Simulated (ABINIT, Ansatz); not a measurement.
**BaAlSiH (P3m1): G0W0 on several meshes in ABINIT**

How does the mesh move the gap of BaAlSiH (P3m1)?

Calculated with ABINIT 10.8.3; LDA and many-body steps on it, plane waves.

**1. The structure**

It takes space group P3m1 (No. 156, trigonal). Conventional cell: a = 4.334 Å, b = 4.334 Å, c = 5.263 Å, α = 90.00°, β = 90.00°, γ = 120.00°. Nearest to Ba lie 3 H at 2.60 Å and 3 Si at 3.47 Å and 3 Al at 3.50 Å. Nearest to Al lie 1 H at 1.74 Å and 3 Si at 2.54 Å. Si has 3 Al at 2.54 Å and 3 H at 3.30 Å and 3 Ba at 3.47 Å nearest. Nearest to H lie 1 Al at 1.74 Å and 3 Ba at 2.60 Å. Farther neighbours are not listed.

The cell and positions are those that the Materials Project relaxed with its own functionals (PBE, PBE+U or r2SCAN), kept fixed. Spin-orbit coupling is left out unless a step names it.

**2. Empty states on the mesh, 3×3×2 mesh, 211 bands**

This step: ABINIT 10.8.3; DFT, LDA, plane waves, norm-conserving pseudopotentials.

The sums over transitions need many empty states on a uniform mesh; this step solves for them.

The input, run.abi:

```
acell 3*1.0 Angstrom
rprim 
  4.334227520372 0.000000000006 0.000000000000
  -2.167113760192 3.753551138421 0.000000000000
  0.000000000000 0.000000000000 5.262552000000
ntypat 4
znucl 56 13 14 1
natom 4
typat 1 2 3 4
xred 
  0.000000000000 0.000000000000 0.000436000000
  0.666666666667 0.333333333333 0.465248000000
  0.333333333333 0.666666666667 0.542307000000
  0.666666666667 0.333333333333 0.134910000000
pp_dirpath "pseudos"
pseudos "Ba.upf, Al.upf, Si.upf, H.upf"
ecut 31
ngkpt 3 3 2
nshiftk 1
shiftk 0 0 0
kptopt 1
chksymbreak 0
irdden 1
istwfk *1
nband 211
prtvol 0
optdriver 6
gwr_task "HDIAGO"
paral_kgb 0
occopt 1
indata_prefix "in"
outdata_prefix "out"
tmpdata_prefix "tmp"
```

Run with:

```
> OMP_NUM_THREADS=1 mpirun -n 4 abinit run.abi > log
```

Numbers of over 12 decimals in the logs are rounded to 6 here.

What it wrote:

```text
.Version 10.8.3 of ABINIT. v10.8.2 released Aug 2026.

 Symmetries : space group P3 m 1 (#156); Bravais hP (primitive hexag.)
[... echo of the input left out ...]
== DATASET  1 ==================================================================
-   mpi_nproc: 4, omp_nthreads: 1 (-1 if OMP is not activated)

--- !DatasetInfo
iteration_state: {dtset: 1, }
dimensions: {natom: 4, nkpt: 6, mband: 211, nsppol: 1, nspinor: 1, nspden: 1, mpw: 4806, }
cutoff_energies: {ecut:  31.0, pawecutdg:  -1.0, }
[...]
Indirect band gap semiconductor
 Fundamental gap:     1.072 (eV)
   VBM:     5.087 (eV) at k: [ 0.0000E+00,  0.0000E+00,  5.0000E-01]
   CBM:     6.159 (eV) at k: [ 3.3333E-01,  0.0000E+00,  0.0000E+00]
 Direct gap:         1.647 (eV) at k: [ 0.0000E+00,  0.0000E+00,  5.0000E-01]

== END DATASET(S) ==============================================================
================================================================================

 -outvars: echo values of variables after computation  --------
           etotal      0.0000000000E+00
            nband         211
             nkpt           6
          spgroup         156
 [... the other variables as echoed above ...]

 Calculation completed.
```

It took 2.1 min on 4 MPI ranks of Intel Xeon Platinum 8488C (Sapphire Rapids), shared host; peak memory 5.1 GiB.

This step gave:

* gap: 1.072 eV
* k of the valence top: 0, 0, 0.5
* k of the conduction bottom: 0.3333, 0, 0
* least direct gap: 1.647 eV
* k points computed: 6
* lowest point of the top converged band, above the valence top: 87.0789 eV

On this mesh the gap is 1.072 eV.

The density comes from a self-consistent run that is not shown.

**3. Screening, 3×3×2 mesh, 88 bands, screening to 114.3 eV**

The RPA dielectric matrix is built and inverted for each q.

This step: RPA screening on LDA, plane waves, norm-conserving pseudopotentials.

run.abi, as its differences from that of step 2:

```diff
@@ -22,10 +22,11 @@
 chksymbreak 0
-irdden 1
 istwfk *1
-nband 211
-prtvol 0
-optdriver 6
-gwr_task "HDIAGO"
-paral_kgb 0
 occopt 1
+irdwfk 1
+optdriver 3
+nband 88
+ecuteps 4.2
+inclvkb 2
+awtr 1
+symchi 1
 indata_prefix "in"
```

What it wrote:

```text
.Version 10.8.3 of ABINIT. v10.8.2 released Aug 2026.

 Symmetries : space group P3 m 1 (#156); Bravais hP (primitive hexag.)
[... echo of the input left out ...]
== DATASET  1 ==================================================================
-   mpi_nproc: 4, omp_nthreads: 1 (-1 if OMP is not activated)

--- !DatasetInfo
iteration_state: {dtset: 1, }
dimensions: {natom: 4, nkpt: 6, mband: 88, nsppol: 1, nspinor: 1, nspden: 1, mpw: 4806, }
cutoff_energies: {ecut:  31.0, pawecutdg:  -1.0, }
electrons: {nelect:   1.80000000E+01, charge:   0.00000000E+00, occopt:   1.00000000E+00, tsmear:   1.00000000E-02, }

 SCREENING: Calculation of the susceptibility and dielectric matrices

 Based on a program developped by R.W. Godby, V. Olevano, G. Onida, and L. Reining.
 Incorporated in ABINIT by V. Olevano, G.-M. Rignanese, and M. Torrent.
.Using double precision arithmetic ; gwpc =  8

[... cell and pseudopotentials left out ...]
--------------------------------------------------------------------------------

 ==== K-mesh for the wavefunctions ====
 Number of points in the irreducible wedge :     6
[... list of points left out ...]
 Together with  6 symmetry operations and time-reversal symmetry
 yields    18 points in the full Brillouin Zone.

 ==== Q-mesh for the screening function ====
 Number of points in the irreducible wedge :     6
[... list of points left out ...]
 Together with  6 symmetry operations and time-reversal symmetry
 yields    18 points in the full Brillouin Zone.

 setmesh: FFT mesh size selected  =    24x   24x   36
          total number of points  =        20736

 vcoul_init : cutoff-mode = AUXILIARY_FUNCTION
 q-points for optical limit:   1
     1)      0.000010    0.000020    0.000030

- screening: taking advantage of time-reversal symmetry
- Maximum band index for partially occupied states nbvw = 9
- Remaining bands to be divided among processors   nbcw = 79
- Number of bands treated by each node ~19

 Number of electrons calculated from density =   18.0000; Expected =   18.0000
 average of density, n =  0.031155
 r_s =    1.9715
 omega_plasma =   17.0262 [eV]

 calculating chi0 at frequencies [eV] :
  1    0.000000E+00    0.000000E+00
  2    0.000000E+00    1.702622E+01

--------------------------------------------------------------------------------
  q-point number  1        q = ( 0.000000, 0.000000, 0.000000) [r.l.u.]
--------------------------------------------------------------------------------
[... chi0 elements left out ...]
 For q-point:  0.000010 0.000020 0.000030
  dielectric constant =  22.1933
  dielectric constant without local fields =  24.9066

  Average fulfillment of the sum rule on Im[epsilon] for q-point    1 :     82.78  [%]
[... wings left out ...]
  q-point number  2        q = ( 0.333333, 0.000000, 0.000000) [r.l.u.]
--------------------------------------------------------------------------------
[... chi0 elements left out ...]
  Average fulfillment of the sum rule on Im[epsilon] for q-point    2 :     89.90  [%]

 [... 4 further q-points ...]
```

Elapsed: 10 s, on 4 MPI ranks; peak memory 0.65 GiB; 39 s of CPU time.

Numbers from this step:

| Item | Value |
| --- | --- |
| ε∞ with local fields, on this mesh, along the program's q direction | 22.19 |
| the same without local fields | 24.91 |
| plasma frequency | 17.03 eV |
| plane waves in the screening matrix | 225 |

Local fields lower ε∞ by 11 %. On a Γ-centred mesh this coarse the value itself is usually too large, while a short band sum pulls it down.

**4. 3×3×2**

The self-energy is evaluated for the states that the input lists, and the levels follow from it, in one-shot runs by the linearised quasiparticle equation.

This step: G0W0 on LDA, plane waves, norm-conserving pseudopotentials.

run.abi, as its differences from that of step 3:

```diff
@@ -25,8 +25,19 @@
 irdwfk 1
-optdriver 3
+optdriver 4
 nband 88
+gwcalctyp 0
+ecutsigx 31
+symsigma 1
+nkptgw 3
+kptgw 
+  0.0000000000 0.0000000000 0.5000000000
+  0.3333333333 0.0000000000 0.0000000000
+  0.0000000000 0.0000000000 0.0000000000
+bdgw 
+  7 12
+  8 11
+  8 12
 ecuteps 4.2
-inclvkb 2
-awtr 1
-symchi 1
+irdscr 1
+ppmodel 1
 indata_prefix "in"
```

What it wrote:

```text
.Version 10.8.3 of ABINIT. v10.8.2 released Aug 2026.

 Symmetries : space group P3 m 1 (#156); Bravais hP (primitive hexag.)
[... echo of the input left out ...]
== DATASET  1 ==================================================================
-   mpi_nproc: 4, omp_nthreads: 1 (-1 if OMP is not activated)

--- !DatasetInfo
iteration_state: {dtset: 1, }
dimensions: {natom: 4, nkpt: 6, mband: 88, nsppol: 1, nspinor: 1, nspden: 1, mpw: 4806, }
cutoff_energies: {ecut:  31.0, pawecutdg:  -1.0, }
electrons: {nelect:   1.80000000E+01, charge:   0.00000000E+00, occopt:   1.00000000E+00, tsmear:   1.00000000E-02, }

 SIGMA: Calculation of the GW corrections

 Based on a program developped by R.W. Godby, V. Olevano, G. Onida, and L. Reining.
 Incorporated in ABINIT by V. Olevano, G.-M. Rignanese, and M. Torrent.
.Using double precision arithmetic ; gwpc =  8

[... cell and pseudopotentials left out ...]
--------------------------------------------------------------------------------

 ==== K-mesh for the wavefunctions ====
 Number of points in the irreducible wedge :     6
[... list of points left out ...]
 Together with  6 symmetry operations and time-reversal symmetry
 yields    18 points in the full Brillouin Zone.

 ==== Q-mesh for screening function ====
 Number of points in the irreducible wedge :     6
[... list of points left out ...]
 Together with  6 symmetry operations and time-reversal symmetry
 yields    18 points in the full Brillouin Zone.

 vcoul_init : cutoff-mode = AUXILIARY_FUNCTION
 q-points for optical limit:   1
     1)      0.000010    0.000020    0.000030
 setmesh: FFT mesh size selected  =    36x   36x   50
          total number of points  =        64800

 Number of electrons calculated from density =   18.0000; Expected =   18.0000
 average of density, n =  0.031155
 r_s =    1.9715
 omega_plasma =   17.0262 [eV]

 === KS Band Gaps ===
  >>>> For spin  1
   Minimum direct gap =   1.6472 [eV], located at k-point      :   0.0000  0.0000  0.5000
   Fundamental gap    =   1.0722 [eV], Top of valence bands at :   0.0000  0.0000  0.5000
                                       Bottom of conduction at :   0.3333  0.0000  0.0000
 SIGMA fundamental parameters:
 PLASMON POLE MODEL  1
 number of plane-waves for SigmaX                 4747
 number of plane-waves for SigmaC and W            225
 number of plane-waves for wavefunctions          4747
 number of bands                                    88
 number of independent spin polarizations            1
 number of spinorial components                      1
 number of k-points in IBZ                           6
 number of q-points in IBZ                           6
 number of symmetry operations                       6
 number of k-points in BZ                           18
 number of q-points in BZ                           18
 number of frequencies for dSigma/dE                 9
 frequency step for dSigma/dE [eV]                0.25
 number of omega for Sigma on real axis              0
 max omega for Sigma on real axis  [eV]           0.00
 zcut for avoiding poles [eV]                     0.10

 EPSILON^-1 parameters (SCR file):
 dimension of the eps^-1 matrix on file            225
 dimension of the eps^-1 matrix used               225
 number of plane-waves for wavefunctions          4747
 number of bands                                    88
 number of q-points in IBZ                           6
 number of frequencies                               2
 number of real frequencies                          1
 number of imag frequencies                          1

 matrix elements of self-energy operator (all in [eV])

 Perturbative Calculation

--- !SelfEnergy_ee
iteration_state: {dtset: 1, }
kpoint     : [   0.000,    0.000,    0.500, ]
spin       : 1
KS_gap     :    1.647
QP_gap     :    2.055
Delta_QP_KS:    0.407
data: !SigmaeeData |
     Band     E0 <VxcDFT>   SigX SigC(E0)      Z dSigC/dE  Sig(E)    E-E0       E
        7   4.948 -10.184 -11.848   1.239   0.754  -0.326 -10.505  -0.320   4.628
        8   4.948 -10.184 -11.848   1.239   0.754  -0.326 -10.505  -0.320   4.628
        9   5.087  -9.992 -11.278   1.017   0.755  -0.324 -10.196  -0.203   4.883
       10   6.734  -9.559  -5.337  -3.954   0.762  -0.312  -9.355   0.204   6.938
       11   6.894  -9.412  -5.165  -3.775   0.773  -0.294  -9.047   0.364   7.258
       12   6.894  -9.412  -5.165  -3.775   0.773  -0.294  -9.047   0.364   7.258

--- !SelfEnergy_ee
iteration_state: {dtset: 1, }
kpoint     : [   0.333,    0.000,    0.000, ]
spin       : 1
KS_gap     :    1.652
QP_gap     :    1.954
Delta_QP_KS:    0.302
data: !SigmaeeData |
     Band     E0 <VxcDFT>   SigX SigC(E0)      Z dSigC/dE  Sig(E)    E-E0       E
[...]
--- !SelfEnergy_ee
iteration_state: {dtset: 1, }
kpoint     : [   0.000,    0.000,    0.000, ]
spin       : 1
KS_gap     :    1.727
QP_gap     :    2.144
Delta_QP_KS:    0.417
data: !SigmaeeData |
     Band     E0 <VxcDFT>   SigX SigC(E0)      Z dSigC/dE  Sig(E)    E-E0       E
[...]
10   6.333  -9.132  -5.237  -3.695   0.765  -0.307  -8.979   0.153   6.487
       11   8.191  -9.395  -4.907  -4.125   0.774  -0.292  -9.114   0.282   8.472
       12   8.191  -9.395  -4.907  -4.125   0.774  -0.292  -9.114   0.282   8.472

== END DATASET(S) ==============================================================
================================================================================

 -outvars: echo values of variables after computation  --------
           etotal      0.0000000000E+00
            nband          88
             nkpt           6
          spgroup         156
 [... the other variables as echoed above ...]

 Calculation completed.
```

Wall time 8.9 s (4 MPI ranks); peak memory 0.61 GiB.

Numbers from this step:

```
G0W0 gap on the points computed              : 1.464 eV
starting gap on the mesh                     : 1.072 eV
k of the valence top                         : 0, 0, 0.5
k of the conduction bottom                   : 0.3333, 0, 0
Z at the valence top                         : 0.755
Z at the conduction bottom                   : 0.77
least direct G0W0 gap on the computed points : 1.954 eV
```

The gap on the mesh goes from 1.07 eV to 1.46 eV, a correction of +0.39 eV.

**5. Empty states on the mesh, 3×3×4 mesh, 96 bands**

This step: DFT, LDA, plane waves, norm-conserving pseudopotentials.

run.abi, as its differences from that of step 4:

```diff
@@ -17,3 +17,3 @@
 ecut 31
-ngkpt 3 3 2
+ngkpt 3 3 4
 nshiftk 1
@@ -22,22 +22,10 @@
 chksymbreak 0
+iscf -2
+irdden 1
 istwfk *1
-occopt 1
-irdwfk 1
-optdriver 4
-nband 88
-gwcalctyp 0
-ecutsigx 31
-symsigma 1
-nkptgw 3
-kptgw 
-  0.0000000000 0.0000000000 0.5000000000
-  0.3333333333 0.0000000000 0.0000000000
-  0.0000000000 0.0000000000 0.0000000000
-bdgw 
-  7 12
-  8 11
-  8 12
-ecuteps 4.2
-irdscr 1
-ppmodel 1
+nband 96
+nbdbuf 8
+tolwfr 1e-09
+nstep 60
+prtvol 0
 indata_prefix "in"
```

What it wrote:

```text
.Version 10.8.3 of ABINIT. v10.8.2 released Aug 2026.

 Symmetries : space group P3 m 1 (#156); Bravais hP (primitive hexag.)
[... echo of the input left out ...]
== DATASET  1 ==================================================================
-   mpi_nproc: 4, omp_nthreads: 1 (-1 if OMP is not activated)

--- !DatasetInfo
iteration_state: {dtset: 1, }
dimensions: {natom: 4, nkpt: 10, mband: 96, nsppol: 1, nspinor: 1, nspden: 1, mpw: 4806, }
cutoff_energies: {ecut:  31.0, pawecutdg:  -1.0, }
[...]
1.73816    1.73816    1.75840    1.79189    1.82405    1.86930    1.87849    1.87849
   1.87952    1.89417    1.89417    1.92824    1.95019    1.95020    1.96910    2.00740
 prteigrs : prtvol=0 or 1, do not print more k-points.

== END DATASET(S) ==============================================================
================================================================================

 -outvars: echo values of variables after computation  --------
            nband          96
             nkpt          10
          spgroup         156
 [... the other variables as echoed above ...]

 Calculation completed.
```

It took 41 s on 4 MPI ranks; peak memory 0.4 GiB; 2.7 min of CPU time.

This step gave:

```yaml
gap: 0.8604 eV
k_of_the_valence_top: 0, 0, 0.5
k_of_the_conduction_bottom: -0.3333, 0, 0.25
least_direct_gap: 1.272 eV
k_points_computed: 10
lowest_point_of_the_top_converged_band_above_the_valence_top: 44.60 eV
```

On this mesh the gap is 0.860 eV.

**6. Screening, 3×3×4 mesh, 88 bands, screening to 114.3 eV**

This step: RPA screening on LDA, plane waves, norm-conserving pseudopotentials.

run.abi, as its differences from that of step 5:

```diff
@@ -22,10 +22,11 @@
 chksymbreak 0
-iscf -2
-irdden 1
 istwfk *1
-nband 96
-nbdbuf 8
-tolwfr 1e-09
-nstep 60
-prtvol 0
+occopt 1
+irdwfk 1
+optdriver 3
+nband 88
+ecuteps 4.2
+inclvkb 2
+awtr 1
+symchi 1
 indata_prefix "in"
```

What it wrote:

```text
.Version 10.8.3 of ABINIT. v10.8.2 released Aug 2026.

 Symmetries : space group P3 m 1 (#156); Bravais hP (primitive hexag.)
[... echo of the input left out ...]
== DATASET  1 ==================================================================
-   mpi_nproc: 4, omp_nthreads: 1 (-1 if OMP is not activated)

--- !DatasetInfo
iteration_state: {dtset: 1, }
dimensions: {natom: 4, nkpt: 10, mband: 88, nsppol: 1, nspinor: 1, nspden: 1, mpw: 4806, }
cutoff_energies: {ecut:  31.0, pawecutdg:  -1.0, }
electrons: {nelect:   1.80000000E+01, charge:   0.00000000E+00, occopt:   1.00000000E+00, tsmear:   1.00000000E-02, }

 SCREENING: Calculation of the susceptibility and dielectric matrices

 Based on a program developped by R.W. Godby, V. Olevano, G. Onida, and L. Reining.
 Incorporated in ABINIT by V. Olevano, G.-M. Rignanese, and M. Torrent.
.Using double precision arithmetic ; gwpc =  8

[... cell and pseudopotentials left out ...]
--------------------------------------------------------------------------------

 ==== K-mesh for the wavefunctions ====
 Number of points in the irreducible wedge :    10
[... list of points left out ...]
 Together with  6 symmetry operations and time-reversal symmetry
 yields    36 points in the full Brillouin Zone.

 ==== Q-mesh for the screening function ====
 Number of points in the irreducible wedge :    10
[... list of points left out ...]
 Together with  6 symmetry operations and time-reversal symmetry
 yields    36 points in the full Brillouin Zone.

 setmesh: FFT mesh size selected  =    24x   24x   36
          total number of points  =        20736

 vcoul_init : cutoff-mode = AUXILIARY_FUNCTION
 q-points for optical limit:   1
     1)      0.000010    0.000020    0.000030

- screening: taking advantage of time-reversal symmetry
- Maximum band index for partially occupied states nbvw = 9
- Remaining bands to be divided among processors   nbcw = 79
- Number of bands treated by each node ~19

 Number of electrons calculated from density =   18.0000; Expected =   18.0000
 average of density, n =  0.031155
 r_s =    1.9715
 omega_plasma =   17.0262 [eV]

 calculating chi0 at frequencies [eV] :
  1    0.000000E+00    0.000000E+00
  2    0.000000E+00    1.702622E+01

--------------------------------------------------------------------------------
  q-point number  1        q = ( 0.000000, 0.000000, 0.000000) [r.l.u.]
--------------------------------------------------------------------------------
[... chi0 elements left out ...]
 For q-point:  0.000010 0.000020 0.000030
  dielectric constant =  22.6495
  dielectric constant without local fields =  25.3933

  Average fulfillment of the sum rule on Im[epsilon] for q-point    1 :     82.74  [%]
[... wings left out ...]
  q-point number  2        q = ( 0.333333, 0.000000, 0.000000) [r.l.u.]
--------------------------------------------------------------------------------
[... chi0 elements left out ...]
  Average fulfillment of the sum rule on Im[epsilon] for q-point    2 :     89.86  [%]

 [... 8 further q-points ...]
```

Wall time 22 s (4 MPI ranks); peak memory 0.84 GiB.

This step gave:

```
ε∞ with local fields, on this mesh, along the program's q direction : 22.65
the same without local fields                                       : 25.39
plasma frequency                                                    : 17.03 eV
plane waves in the screening matrix                                 : 225
```

(Continued in part 2 of 2.)

[Paths, hosts, dates, memory and timing lines, banners, echoed tables and standing remarks are left out of the program output.]

[Logs are printed without paths, hosts, clocks, repeated set-up lines and the standing remarks that a program may print on its own settings, such as how far it seeks lower states.]

[Runs of the session that timed out or met a known fault of the program may be left out.]

[Hosts, paths, dates, database ids (printed as entryN), source tags and the programs' standing remarks are cut or masked in the printed files.]

[G0W0 gaps are taken among the corrected bands and points alone; a level outside them can change the order at an edge.]

[Where Ansatz stands beside ABINIT at settings called matched, ABINIT's density can come from a denser mesh and the files from another edition; pairs whose starting gaps differed by over 0.03 eV were left out, so agreement reads better than it is.]
